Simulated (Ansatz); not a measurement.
# BN (P6_3/mmc): phonons and vibrational spectra, part 3 of 3

How does BN (P6_3/mmc) vibrate, and is this structure a minimum?

Ansatz 0.2.0; DFT LDA, scalar-relativistic, plane waves, PAW; PAW set soft_1.

So far. Step 3 (Relaxing to small forces for the phonons): The forces vanish by symmetry and the pressure is -0.002 GPa, within the tolerances set. The cell now holds 8.70 Å³/atom. Step 4 (Linear response at the zone centre): Before it was imposed, the acoustic sum rule was missed by 2.8e-5 eV/Å² and the charge sum rule by 5.6e-6 e. Small misses are needed for a sound result but don't prove that mesh and cutoff are converged. The relaxed cell has a = 2.488, c = 6.492 Å (conventional setting).

The database entry behind the starting cell differs from later determinations by our own check (about 0.3 % short, minor phase), so it need not match the best structure at ambient conditions.

## (5) Phonons on a q mesh

Stability and thermal properties need the whole zone. Linear response on a 6×6×2 q mesh gives force constants as far as a supercell of that size would, and the tensors from the zone-centre run are typed in so that the long-range dipole term is interpolated apart.

input.yaml

```yaml
crystal:
  lattice:
    - [2.4883378727, 0.0, 0.0]
    - [-1.2441689363, 2.1549638109, 0.0]
    - [0.0, 0.0, 6.4922271632]
  atoms:
    - { symbol: B, position: [0.3333333333, 0.6666666667, 0.25] }
    - { symbol: B, position: [0.6666666667, 0.3333333333, 0.75] }
    - { symbol: "N", position: [0.3333333333, 0.6666666667, 0.75] }
    - { symbol: "N", position: [0.6666666667, 0.3333333333, 0.25] }
kpoints:
  mp_grid: { grid: [12, 12, 4] }
hamiltonian:
  xc: lda
  pseudopotentials: { kind: paw, azcp: { folder: soft_1 }, xc_functional: pbe }
scf:
  occupations: { method: fixed }
output:
  eigenvalues: true
phonons:
  method: dfpt
  qmesh: [6, 6, 2]
  temperatures: { t_max: 1000, t_step: 50 }
  qpath:
    path:
      - [[0.0, 0.0, 0.0], [0.5, 0.0, 0.0], [0.33333333, 0.33333333, 0.0], [0.0, 0.0, 0.0], [0.0, 0.0, 0.5], [0.5, 0.0, 0.5], [0.33333333, 0.33333333, 0.5], [0.0, 0.0, 0.5]]
      - [[0.5, 0.0, 0.5], [0.5, 0.0, 0.0]]
      - [[0.33333333, 0.33333333, 0.5], [0.33333333, 0.33333333, 0.0]]
    npoints: 10
  non_analytic_term:
    high_frequency_dielectric_tensor: [[4.8916, 0.0, 0.0], [0.0, 4.8916, 0.0], [0.0, 0.0, 2.8531]]
    born_effective_charges:
      - { species: B, tensor: [[2.707, 0.0, 0.0], [0.0, 2.707, 0.0], [0.0, 0.0, 0.8046]] }
      - { species: B, tensor: [[2.707, 0.0, 0.0], [0.0, 2.707, 0.0], [0.0, 0.0, 0.8046]] }
      - { species: "N", tensor: [[-2.707, 0.0, 0.0], [0.0, -2.707, 0.0], [0.0, 0.0, -0.8046]] }
      - { species: "N", tensor: [[-2.707, 0.0, 0.0], [0.0, -2.707, 0.0], [0.0, 0.0, -0.8046]] }
    source: "zone-centre run at this cell"
```

Launch:

```sh
$ ansatz run input.yaml --threads 4 --pin off --max-ram 10240MiB --backend cpu --events-out ev --progress --plain --runs-dir out
```

Numbers of over 12 decimals in the logs are rounded to 6 here.

Log:

```text
Warning: phonons: the dynamical matrix that this run interpolates holds no multipole term above the dipole-dipole one, and a site of this crystal is no centre of inversion, so its interpolated transverse optical and acoustic branches and sound speeds can stay off near Gamma, and the density of states and the thermodynamics with them. What a run solves at a wave vector of phonons.qpoints, Gamma apart, where the deck admits one, is free of this, and under fd what a larger phonons.supercell samples
[...]
Crystal: 4 atoms, lattice volume = 34.813 Å³
Basis set: ecut = 420 eV, 663 PW (Γ), exchange–correlation on 36×36×96 points (8 copies of the dense FFT grid, shifted against one another)
Bands: 12, of which v1, the nominal top of the filled ones, is band 8 counted from 1 (7 counted from 0)
Symmetry: 24 space group operations
k-points: 57 of 576
[...]
SCF iter   1: F=—  HF=-1055.602832 eV  |F-HF|=—  |Δ(HF+E_count)|=         —  Δρ=1.50e-1  dr2=7.55e0  ethr=3.10e-3  ⟨swp⟩=4.9  Hψ=3628  notcnv=0  defer=76
[...]
SCF iter   9: F=-1052.703359 eV  HF=-1052.703359 eV  |F-HF|=4.55e-13  |Δ(HF+E_count)|=  3.09e-11  Δρ=4.63e-8  dr2=4.38e-13  ethr=1.00e-12  ⟨swp⟩=7.3  Hψ=4125  notcnv=0
SCF 1 converged in 9 iterations: F = -1052.703359 eV  dr2 = 4.38e-13
[...]
NSCF: frozen V_eff on 57 k-points
[...]
DFPT response loops at q = (0, 0, 0) (fractional): preconditioner auto → Resta (q_TF=auto, 2.397 Å⁻¹)  ε∞=3.8 (no band partly filled); β = 1.00, the filter's whole step (`scf.mixing.beta` (0.50) is not read by the response loops at its default; to damp them type it under 1.00, their step now; it binds the ground state too); Broyden in place of MSR1
[...]
SCF converged after 9 iterations
Free energy (F): -1052.703359 eV
[...]
Internal energy: -1052.703359 eV  (E = F + TS)
E sigma→0 (E₀):  -1052.703359 eV
Fermi energy:    4.823169 eV
[...]
--- Band table (eV; the first three rows and the last of 57) ---
  k-point 0: bands = [... 4 lower, 3.4913, 3.4913, 3.5365, 3.5365, 9.9097, 15.1810, 16.4083, 16.4083]
  k-point 1: bands = [... 4 lower, 3.4978, 3.4978, 3.5299, 3.5299, 10.6790, 14.3268, 16.4297, 16.4297]
  k-point 2: bands = [... 4 lower, 3.5141, 3.5141, 3.5141, 3.5141, 12.4698, 12.4698, 16.4819, 16.4819]
  k-point 56: bands = [... 4 lower, -2.2665, -2.2665, 4.8027, 4.8027, 9.3428, 9.3428, 16.4722, 16.4722]
--- Phonons (Γ-DFPT): 4 representative perturbations + reference (Σ response iterations 12) ---
  ASR residual: 2.668e-5 → 0.000e0 eV/Å²; symmetrization residual: 9.072e-7 eV/Å²
  ASR residual per site (eV/Å²): 7.86e-6 7.86e-6 2.67e-5 2.67e-5
[...]
--- Phonons (arbitrary-q DFPT): 14 irreducible q on the 6×6×2 mesh ---
  q = [0.0000, 0.0000, 0.0000] (star 1, of the zone-centre solve; hermiticity 4.20e-8, symmetrization 1.60e-11): 0.00 0.00 0.00 49.97 49.97 112.94 752.20 811.34 1385.72 1385.72 1385.79 1385.79
  q = [0.0000, 0.0000, -0.5000] (star 1, 4 solved perturbations in 372 linear systems a pass and spin channel, the states on 129 of 576 k-point pairs; hermiticity 4.00e-8, symmetrization 1.39e-10): 35.22 35.22 35.22 35.22 79.76 79.76 815.15 815.15 1385.76 1385.76 1385.76 1385.76
  q = [0.0000, 0.1667, 0.0000] (star 6, 6 solved perturbations on 234 of 576 k-point pairs; hermiticity 3.24e-8, symmetrization 2.05e-11): 65.83 118.57 292.95 297.39 493.22 495.74 732.10 785.99 1356.78 1357.76 1478.09 1583.57
[...]
sum rule: each row above includes the acoustic sum rule's correction from the zone centre's row sums; it moved no ω² by more than (0.72 cm⁻¹)²
  mesh force constants: q→R imaginary residual 1.33e-18; ASR residual 2.668e-5 → 0.000e0 eV/Å²; symmetrization residual 7.816e-14 eV/Å²
  interpolated dispersion: 94 rows × 12 modes
  density of states and harmonic sums: on the 30×30×10 q-mesh, interpolated from the force constants of a 6×6×2 supercell (with the dipole–dipole term of supplied tensors)
  largest difference from the sums on the solved wave vectors: F 1.22e-3 eV, S 4.89e-6 and C_V 3.52e-6 eV/K
  zero-point energy: 0.623119 eV/cell   skipped modes (ω ≤ 0): 3   left out of the sums: 2.78e-5 of the cell's modes: C_V's classical limit lies that fraction below 3 k_B per atom; for a crystal, a wire or a layer, F and S can be off by more, and a phonons.interpolated_qmesh denser along its periods is the remedy for the sampling
```

Run time: 1.8 min. Hardware: 4 threads of Arm Neoverse V2, shared host; peak memory 0.7 GiB; 7 min of CPU time.

This step gave:

- sum-rule residual before enforcement: 2.67e-5 eV/Å²
- lowest frequency on the path: 0 cm⁻¹
- highest frequency on the path or at a solved wavevector: 1617 cm⁻¹
- mean frequency: 837.7 cm⁻¹
- Debye temperature (second moment): 1756 K
- logarithmic mean frequency: 684.4 cm⁻¹
- lowest mode on the q mesh (acoustic modes at Γ apart): 35.22 cm⁻¹
- zero-point energy per atom: 155.8 meV
- heat capacity at 300 K: 9.884 J/(mol atoms K)
- vibrational entropy at 300 K: 7.481 J/(mol atoms K)

Frequencies (cm⁻¹) solved at each irreducible wavevector; negative means imaginary. Frequencies by wavevector, by row:

| q in reciprocal lattice units | star | mode 1 | mode 2 | mode 3 | mode 4 | mode 10 | mode 11 | mode 12 |
| --- | --- | --- | --- | --- | --- | --- | --- | --- |
| 0 0 0 | 1 | 0 | 0 | 0 | 50 | 1386 | 1386 | 1386 |
| 0 0 -0.5 | 1 | 35.2 | 35.2 | 35.2 | 35.2 | 1386 | 1386 | 1386 |
| 0 0.1667 0 | 6 | 65.8 | 118.6 | 292.9 | 297.4 | 1358 | 1478 | 1584 |
| 0 0.1667 -0.5 | 6 | 96.4 | 96.4 | 295.2 | 295.2 | 1357 | 1517 | 1517 |
| 0 0.3333 0 | 6 | 208.6 | 214.4 | 485.7 | 488.7 | 1308 | 1437 | 1473 |
| 0 0.3333 -0.5 | 6 | 212.3 | 212.3 | 487.2 | 487.2 | 1307 | 1454 | 1454 |
| 0 -0.5 0 | 3 | 317.8 | 318.9 | 548.3 | 551.2 | 1286 | 1310 | 1321 |
| 0 -0.5 -0.5 | 3 | 319.6 | 319.6 | 549.8 | 549.8 | 1286 | 1316 | 1316 |
| 0.1667 0.1667 0 | 6 | 160.7 | 173.7 | 522.5 | 526.2 | 1321 | 1457 | 1504 |
| 0.1667 0.1667 -0.5 | 6 | 168 | 168 | 524.3 | 524.3 | 1320 | 1479 | 1479 |
| 0.1667 0.3333 0 | 12 | 286.8 | 291.8 | 609.5 | 636.3 | 1295 | 1326 | 1343 |
| 0.1667 0.3333 -0.5 | 12 | 290.4 | 290.4 | 623.5 | 623.5 | 1294 | 1334 | 1334 |
| 0.3333 0.3333 0 | 2 | 324.7 | 324.7 | 579.8 | 579.8 | 1202 | 1298 | 1302 |
| 0.3333 0.3333 -0.5 | 2 | 326.4 | 326.4 | 579.7 | 579.7 | 1202 | 1300 | 1300 |

Interpolated from a 6×6×2 q mesh, with the LO-TO term (at Γ the limit along the path; where Γ stands inside the path, tables give the limit on arrival). The phonon branches at the labelled points (cm⁻¹):

| point | branch 1 | branch 2 | branch 3 | branch 4 | branch 9 | branch 10 | branch 11 | branch 12 |
| --- | --- | --- | --- | --- | --- | --- | --- | --- |
| Γ | 0 | 0 | 0 | 50 | 1386 | 1386 | 1386 | 1617 |
| halfway | 130 | 152 | 407 | 412 | 1328 | 1332 | 1482 | 1540 |
| M | 318 | 319 | 548 | 551 | 1285 | 1286 | 1310 | 1321 |
| halfway | 317 | 319 | 592 | 609 | 1263 | 1272 | 1295 | 1296 |
| K | 325 | 325 | 580 | 580 | 1202 | 1202 | 1298 | 1302 |
| halfway | 161 | 174 | 522 | 526 | 1320 | 1321 | 1457 | 1504 |
| Γ | 0 | 0 | 0 | 50 | 1386 | 1386 | 1386 | 1617 |
| halfway | 19 | 19 | 43 | 46 | 1386 | 1386 | 1386 | 1386 |
| A | 35 | 35 | 35 | 35 | 1386 | 1386 | 1386 | 1386 |
| halfway | 142 | 142 | 409 | 409 | 1330 | 1330 | 1508 | 1508 |
| L | 320 | 320 | 550 | 550 | 1286 | 1286 | 1316 | 1316 |
| halfway | 320 | 320 | 601 | 601 | 1268 | 1268 | 1295 | 1295 |
| H | 326 | 326 | 580 | 580 | 1202 | 1202 | 1300 | 1300 |
| halfway | 168 | 168 | 524 | 524 | 1320 | 1320 | 1479 | 1479 |
| A | 35 | 35 | 35 | 35 | 1386 | 1386 | 1386 | 1386 |
| jump to L | 320 | 320 | 550 | 550 | 1286 | 1286 | 1316 | 1316 |
| halfway | 319 | 319 | 549 | 551 | 1285 | 1286 | 1312 | 1319 |
| M | 318 | 319 | 548 | 551 | 1285 | 1286 | 1310 | 1321 |
| jump to H | 326 | 326 | 580 | 580 | 1202 | 1202 | 1300 | 1300 |
| halfway | 326 | 326 | 580 | 580 | 1202 | 1202 | 1299 | 1302 |
| K | 325 | 325 | 580 | 580 | 1202 | 1202 | 1298 | 1302 |

The phonon density of states has structure finer than the step of the table below, so its rows give means over 50 cm⁻¹, whole bins alone (the curve runs from 10 to 1610 cm⁻¹). Peaks (cm⁻¹: height): 310.0: 0.0233, 610.0: 0.0213, 1070.0: 0.00806, 1290.0: 0.0439.

Tetrahedra on a 30×30×10 mesh, mean over bins of 20 cm-1. Interpolated from a 6×6×2 q mesh. The phonon density of states by wavenumber; means over each step:

wavenumber (cm⁻¹), phonon density of states (1/cm⁻¹/cell) and a bar:
```
       50     0.0019 #
      100     0.0058 #####
      150     0.0064 #####
      200     0.0068 ######
      250     0.0086 #######
      300     0.0147 #############
      350     0.0044 ###
      400     0.0030 ##
      450     0.0038 ###
      500     0.0053 ####
      550     0.0083 #######
      600     0.0167 ###############
      650     0.0155 ##############
      700     0.0127 ###########
      750     0.0109 ##########
      800     0.0070 ######
      850     0.0037 ###
      900     0.0028 ##
      950     0.0031 ##
     1000     0.0039 ###
     1050     0.0057 #####
     1100     0.0056 ####
     1150     0.0030 ##
     1200     0.0011 
     1250     0.0055 ####
     1300     0.0315 ##############################
     1350     0.0161 ###############
     1400     0.0078 #######
     1450     0.0072 ######
     1500     0.0073 ######
     1550     0.0030 ##
```

The partial phonon density of states has structure finer than the step of the table below, so its rows give means over 50 cm⁻¹, whole bins alone (the curve runs from -10 to 1673 cm⁻¹). Peaks (cm⁻¹: height): B 614.4: 0.0152, 1302.2: 0.0255; N 307.5: 0.0161, 381.5: 0.00315, 688.4: 0.00539, 1069.4: 0.00547, 1302.2: 0.0178.

Phonopy on the run's constants, 21x21x9 mesh, Gaussian sigma 12.0 cm-1. Interpolated from a 6×6×2 q mesh. The partial phonon density of states by wavenumber; means over each step; values in 1/cm⁻¹/cell:

| wavenumber (cm⁻¹) | B | N |
| --- | --- | --- |
| 50 | 7.6e-4 | 0.00104 |
| 100 | 0.00238 | 0.00341 |
| 150 | 0.00257 | 0.00419 |
| 200 | 0.00201 | 0.00421 |
| 250 | 0.00244 | 0.00643 |
| 300 | 0.00234 | 0.0122 |
| 350 | 9.9e-4 | 0.00331 |
| 400 | 0.00132 | 0.00167 |
| 450 | 0.00171 | 0.00215 |
| 500 | 0.00259 | 0.00323 |
| 550 | 0.00389 | 0.00396 |
| 600 | 0.0125 | 0.00445 |
| 650 | 0.0105 | 0.00482 |
| 700 | 0.00754 | 0.00519 |
| 750 | 0.00597 | 0.00501 |
| 800 | 0.00347 | 0.00358 |
| 850 | 0.00163 | 0.00226 |
| 900 | 0.00103 | 0.00172 |
| 950 | 0.00107 | 0.00199 |
| 1000 | 0.00121 | 0.00261 |
| 1050 | 0.00129 | 0.00433 |
| 1100 | 8.9e-4 | 0.00463 |
| 1150 | 3.0e-4 | 0.00282 |
| 1200 | 0.00103 | 1.9e-4 |
| 1250 | 0.00400 | 0.00127 |
| 1300 | 0.0191 | 0.0129 |
| 1350 | 0.00979 | 0.00591 |
| 1400 | 0.00485 | 0.00288 |
| 1450 | 0.00434 | 0.00284 |
| 1500 | 0.00421 | 0.00300 |
| 1550 | 0.00173 | 0.00126 |
| 1600 | 4.2e-4 | 3.2e-4 |

Harmonic thermodynamic functions per atom, from the density of states. Interpolated from a 6×6×2 q mesh. Thermodynamic functions, by row:

| T (K) | F_vib (meV/atom) | S (J/mol-atom/K) | C_V (J/mol-atom/K) |
| --- | --- | --- | --- |
| 0 | 155.8 | 0 | 0 |
| 50 | 155.7 | 0.362 | 0.787 |
| 100 | 155.3 | 1.411 | 2.477 |
| 200 | 152.4 | 4.257 | 6.21 |
| 300 | 146.3 | 7.481 | 9.884 |
| 400 | 136.9 | 10.78 | 13.07 |
| 500 | 124 | 13.98 | 15.62 |
| 600 | 108 | 17 | 17.57 |
| 700 | 88.85 | 19.83 | 19.03 |
| 800 | 66.93 | 22.45 | 20.13 |
| 900 | 42.4 | 24.87 | 20.98 |
| 1000 | 15.45 | 27.11 | 21.62 |

Harmonic mean-square displacement, third of the trace. Interpolated from a 6×6×2 q mesh. Mean square displacements, by row:

| T (K) | B1 U_eq (Å²) | B2 U_eq (Å²) | N3 U_eq (Å²) | N4 U_eq (Å²) |
| --- | --- | --- | --- | --- |
| 0 | 0.00279 | 0.00279 | 0.00284 | 0.00284 |
| 100 | 0.004 | 0.004 | 0.00413 | 0.00413 |
| 300 | 0.00793 | 0.00793 | 0.00863 | 0.00863 |
| 600 | 0.01447 | 0.01447 | 0.01612 | 0.01612 |

Symmetry leaves 14 wavevectors to solve. The lowest mode among them, the acoustic zeros apart, lies at q = (0, 0, -0.5) and is real, 35.2 cm⁻¹.

## (6) Another isotope, element B, natural mass 10.81 amu

An isotope changes the mass and not the force constants, so no new electronic calculation is needed; the shifts show which modes move this element.

The same force constants with the mass of B changed from 10.810 to 10.013 u (phonopy, no LO-TO term). Both lists are sorted by frequency; levels can cross, so a row need not hold one and the same mode. Modes under 3 cm⁻¹ are left out. Isotope shifts, by row, the first 40 of 45 rows:

| q | rank | natural mass (cm⁻¹) | changed mass (cm⁻¹) |
| --- | --- | --- | --- |
| 0 0 0 | 4 | 49.97 | 50.8 |
| 0 0 0 | 5 | 49.97 | 50.8 |
| 0 0 0 | 6 | 112.9 | 114.8 |
| 0 0 0 | 7 | 752.2 | 768.9 |
| 0 0 0 | 8 | 811.3 | 829.2 |
| 0 0 0 | 9 | 1386 | 1416 |
| 0 0 0 | 10 | 1386 | 1416 |
| 0 0 0 | 11 | 1386 | 1417 |
| 0 0 0 | 12 | 1386 | 1417 |
| 0 0 -0.5 | 1 | 35.22 | 35.8 |
| 0 0 -0.5 | 2 | 35.22 | 35.8 |
| 0 0 -0.5 | 3 | 35.22 | 35.8 |
| 0 0 -0.5 | 4 | 35.22 | 35.8 |
| 0 0 -0.5 | 5 | 79.76 | 81.08 |
| 0 0 -0.5 | 6 | 79.76 | 81.08 |
| 0 0 -0.5 | 7 | 815.1 | 833.2 |
| 0 0 -0.5 | 8 | 815.1 | 833.2 |
| 0 0 -0.5 | 9 | 1386 | 1417 |
| 0 0 -0.5 | 10 | 1386 | 1417 |
| 0 0 -0.5 | 11 | 1386 | 1417 |
| 0 0 -0.5 | 12 | 1386 | 1417 |
| 0 0.1667 0 | 1 | 65.84 | 66.85 |
| 0 0.1667 0 | 2 | 118.6 | 120.4 |
| 0 0.1667 0 | 3 | 293 | 297.8 |
| 0 0.1667 0 | 4 | 297.4 | 302.3 |
| 0 0.1667 0 | 5 | 493.2 | 501.2 |
| 0 0.1667 0 | 6 | 495.8 | 503.7 |
| 0 0.1667 0 | 7 | 732.1 | 749.1 |
| 0 0.1667 0 | 8 | 786 | 804.1 |
| 0 0.1667 0 | 9 | 1357 | 1387 |
| 0 0.1667 0 | 10 | 1358 | 1388 |
| 0 0.1667 0 | 11 | 1478 | 1511 |
| 0 0.1667 0 | 12 | 1584 | 1620 |
| 0 0.1667 -0.5 | 1 | 96.36 | 97.86 |
| 0 0.1667 -0.5 | 2 | 96.36 | 97.86 |
| 0 0.1667 -0.5 | 3 | 295.2 | 300.1 |
| 0 0.1667 -0.5 | 4 | 295.2 | 300.1 |
| 0 0.1667 -0.5 | 5 | 494 | 502 |
| 0 0.1667 -0.5 | 6 | 494 | 502 |
| 0 0.1667 -0.5 | 7 | 766.7 | 784.4 |

A mode of this element alone would shift by +3.90 %. The highest zone-centre frequency without the field goes from 1385.8 to 1416.6 cm⁻¹ (+2.2 %). The product of the frequency ratios over all optical modes at Γ is 1.198; the product rule, (m/m′)^(3k/2) (M′/M)^(3/2) with k = 2 such atoms and M the mass of the cell, gives 1.198.

## (7) Another isotope, element N, natural mass 14.007 amu

The same for N, from 14.01 to 15.00 u.

The same force constants with the mass of N changed from 14.007 to 15.000 u (phonopy, no LO-TO term). Both lists are sorted by frequency; levels can cross, so a row need not hold one and the same mode. Modes under 3 cm⁻¹ are left out. Isotope shifts, by row, the first 40 of 45 rows:

| q | rank | natural mass (cm⁻¹) | changed mass (cm⁻¹) |
| --- | --- | --- | --- |
| 0 0 0 | 4 | 49.97 | 49 |
| 0 0 0 | 5 | 49.97 | 49 |
| 0 0 0 | 6 | 112.9 | 110.8 |
| 0 0 0 | 7 | 752.2 | 741.3 |
| 0 0 0 | 8 | 811.3 | 799.5 |
| 0 0 0 | 9 | 1386 | 1366 |
| 0 0 0 | 10 | 1386 | 1366 |
| 0 0 0 | 11 | 1386 | 1366 |
| 0 0 0 | 12 | 1386 | 1366 |
| 0 0 -0.5 | 1 | 35.22 | 34.53 |
| 0 0 -0.5 | 2 | 35.22 | 34.53 |
| 0 0 -0.5 | 3 | 35.22 | 34.53 |
| 0 0 -0.5 | 4 | 35.22 | 34.53 |
| 0 0 -0.5 | 5 | 79.76 | 78.22 |
| 0 0 -0.5 | 6 | 79.76 | 78.22 |
| 0 0 -0.5 | 7 | 815.1 | 803.3 |
| 0 0 -0.5 | 8 | 815.1 | 803.3 |
| 0 0 -0.5 | 9 | 1386 | 1366 |
| 0 0 -0.5 | 10 | 1386 | 1366 |
| 0 0 -0.5 | 11 | 1386 | 1366 |
| 0 0 -0.5 | 12 | 1386 | 1366 |
| 0 0.1667 0 | 1 | 65.84 | 64.5 |
| 0 0.1667 0 | 2 | 118.6 | 116.2 |
| 0 0.1667 0 | 3 | 293 | 287.3 |
| 0 0.1667 0 | 4 | 297.4 | 291.7 |
| 0 0.1667 0 | 5 | 493.2 | 483.5 |
| 0 0.1667 0 | 6 | 495.8 | 486 |
| 0 0.1667 0 | 7 | 732.1 | 722.1 |
| 0 0.1667 0 | 8 | 786 | 775.1 |
| 0 0.1667 0 | 9 | 1357 | 1337 |
| 0 0.1667 0 | 10 | 1358 | 1338 |
| 0 0.1667 0 | 11 | 1478 | 1457 |
| 0 0.1667 0 | 12 | 1584 | 1561 |
| 0 0.1667 -0.5 | 1 | 96.36 | 94.41 |
| 0 0.1667 -0.5 | 2 | 96.36 | 94.41 |
| 0 0.1667 -0.5 | 3 | 295.2 | 289.5 |
| 0 0.1667 -0.5 | 4 | 295.2 | 289.5 |
| 0 0.1667 -0.5 | 5 | 494 | 484.3 |
| 0 0.1667 -0.5 | 6 | 494 | 484.3 |
| 0 0.1667 -0.5 | 7 | 766.7 | 756.1 |

A mode of this element alone would shift by -3.37 %. The highest zone-centre frequency without the field goes from 1385.8 to 1365.7 cm⁻¹ (-1.5 %). The product of the frequency ratios over all optical modes at Γ is 0.864; the product rule, (m/m′)^(3k/2) (M′/M)^(3/2) with k = 2 such atoms and M the mass of the cell, gives 0.864.

## (8) What came out

| Quantity | Value |
| --- | --- |
| space group after relaxation (within 0.01 Å) | P6_3/mmc |
| volume per atom | 8.70 Å³ |
| gap on the k-mesh | 4.06 eV |
| highest optical mode at the zone centre (no LO-TO term) | 1386 cm⁻¹ |
| top of the zone-centre spectrum with the field | 1617 cm⁻¹ |
| lowest optical zone-centre mode | 50.0 cm⁻¹ |
| mean high-frequency dielectric constant | 4.21 |
| mean static dielectric constant | 5.57 |
| largest Born charge (third of the trace) | 2.07 e |
| lowest mode on the q mesh (acoustic modes at Γ apart) | 35.2 cm⁻¹ |
| highest frequency on the path or at a solved wavevector | 1617 cm⁻¹ |
| zero-point energy per atom | 156 meV |
| heat capacity at 300 K | 9.88 J/(mol atoms K) |
| vibrational entropy at 300 K | 7.48 J/(mol atoms K) |
| Debye temperature (second moment) | 1756 K |
| imaginary modes on the 6×6×2 q mesh | none |

**Reading.** The structure is a minimum as far as tested: no mode is imaginary at the 14 irreducible wavevectors of the 6×6×2 mesh, and the softest away from the acoustic zeros lies at 35 cm⁻¹. Without the field, the optical modes at Γ span 50 to 1386 cm⁻¹. With the macroscopic field of the longitudinal modes the top of the zone-centre spectrum lies at 1617 cm⁻¹, against 1386 cm⁻¹ without it. Lattice motion raises the mean dielectric constant from 4.212 to 5.567. The strongest infrared line is at 1386 cm⁻¹. Averaged over orientations, the strongest Raman line at 532 nm and 300 K is at 1386 cm⁻¹. The program warns that the interpolation holds no quadrupole term, so branches close to Γ can be off in this crystal. The PAW files were made for PBE and serve the other functionals too. These are harmonic frequencies at zero temperature: anharmonic shifts, linewidths and thermal expansion are left out.

Comparison with the measured values:

| quantity | measured | LDA, PAW; PAW set soft_1 |
| --- | --- | --- |
| lattice constant a (Å) | 2.5069 | 2.488 (-0.7 %) |
| lattice constant c (Å) | 6.6706 | 6.492 (-2.7 %) |
| Raman mode, E2g low-frequency … (cm⁻¹) | 52.5 | 50 (-4.8 %) |
| Raman mode, E2g high-frequency in-plane … (cm⁻¹) | 1366 | 1386 (+1.4 %) |

Measured values from arxiv:2307.07533 (2023) and arxiv:1705.01298 (2017).

**Verdict.** The lattice constant a is off by -0.7 %: fair agreement. The lattice constant c is off by -2.7 %: a clear miss. The Raman mode is off by -4.8 %: fair agreement. The Raman mode is off by +1.4 %: good agreement. The grades are ours: good and fair within 0.7 and 1.5 % for the lattice constant a, 0.8 and 2 % for the lattice constant c and 3 and 7 % for the Raman mode. Zero-point motion and thermal expansion (measured at up to 300 K) are not in the computed lattice constants and Raman mode.

[Logs are printed without paths, hosts, clocks, repeated set-up lines and the standing remarks that a program may print on its own settings, such as how far it seeks lower states.]

[Hosts, paths, dates, database ids (printed as entryN), source tags and the programs' standing remarks are cut or masked in the printed files.]
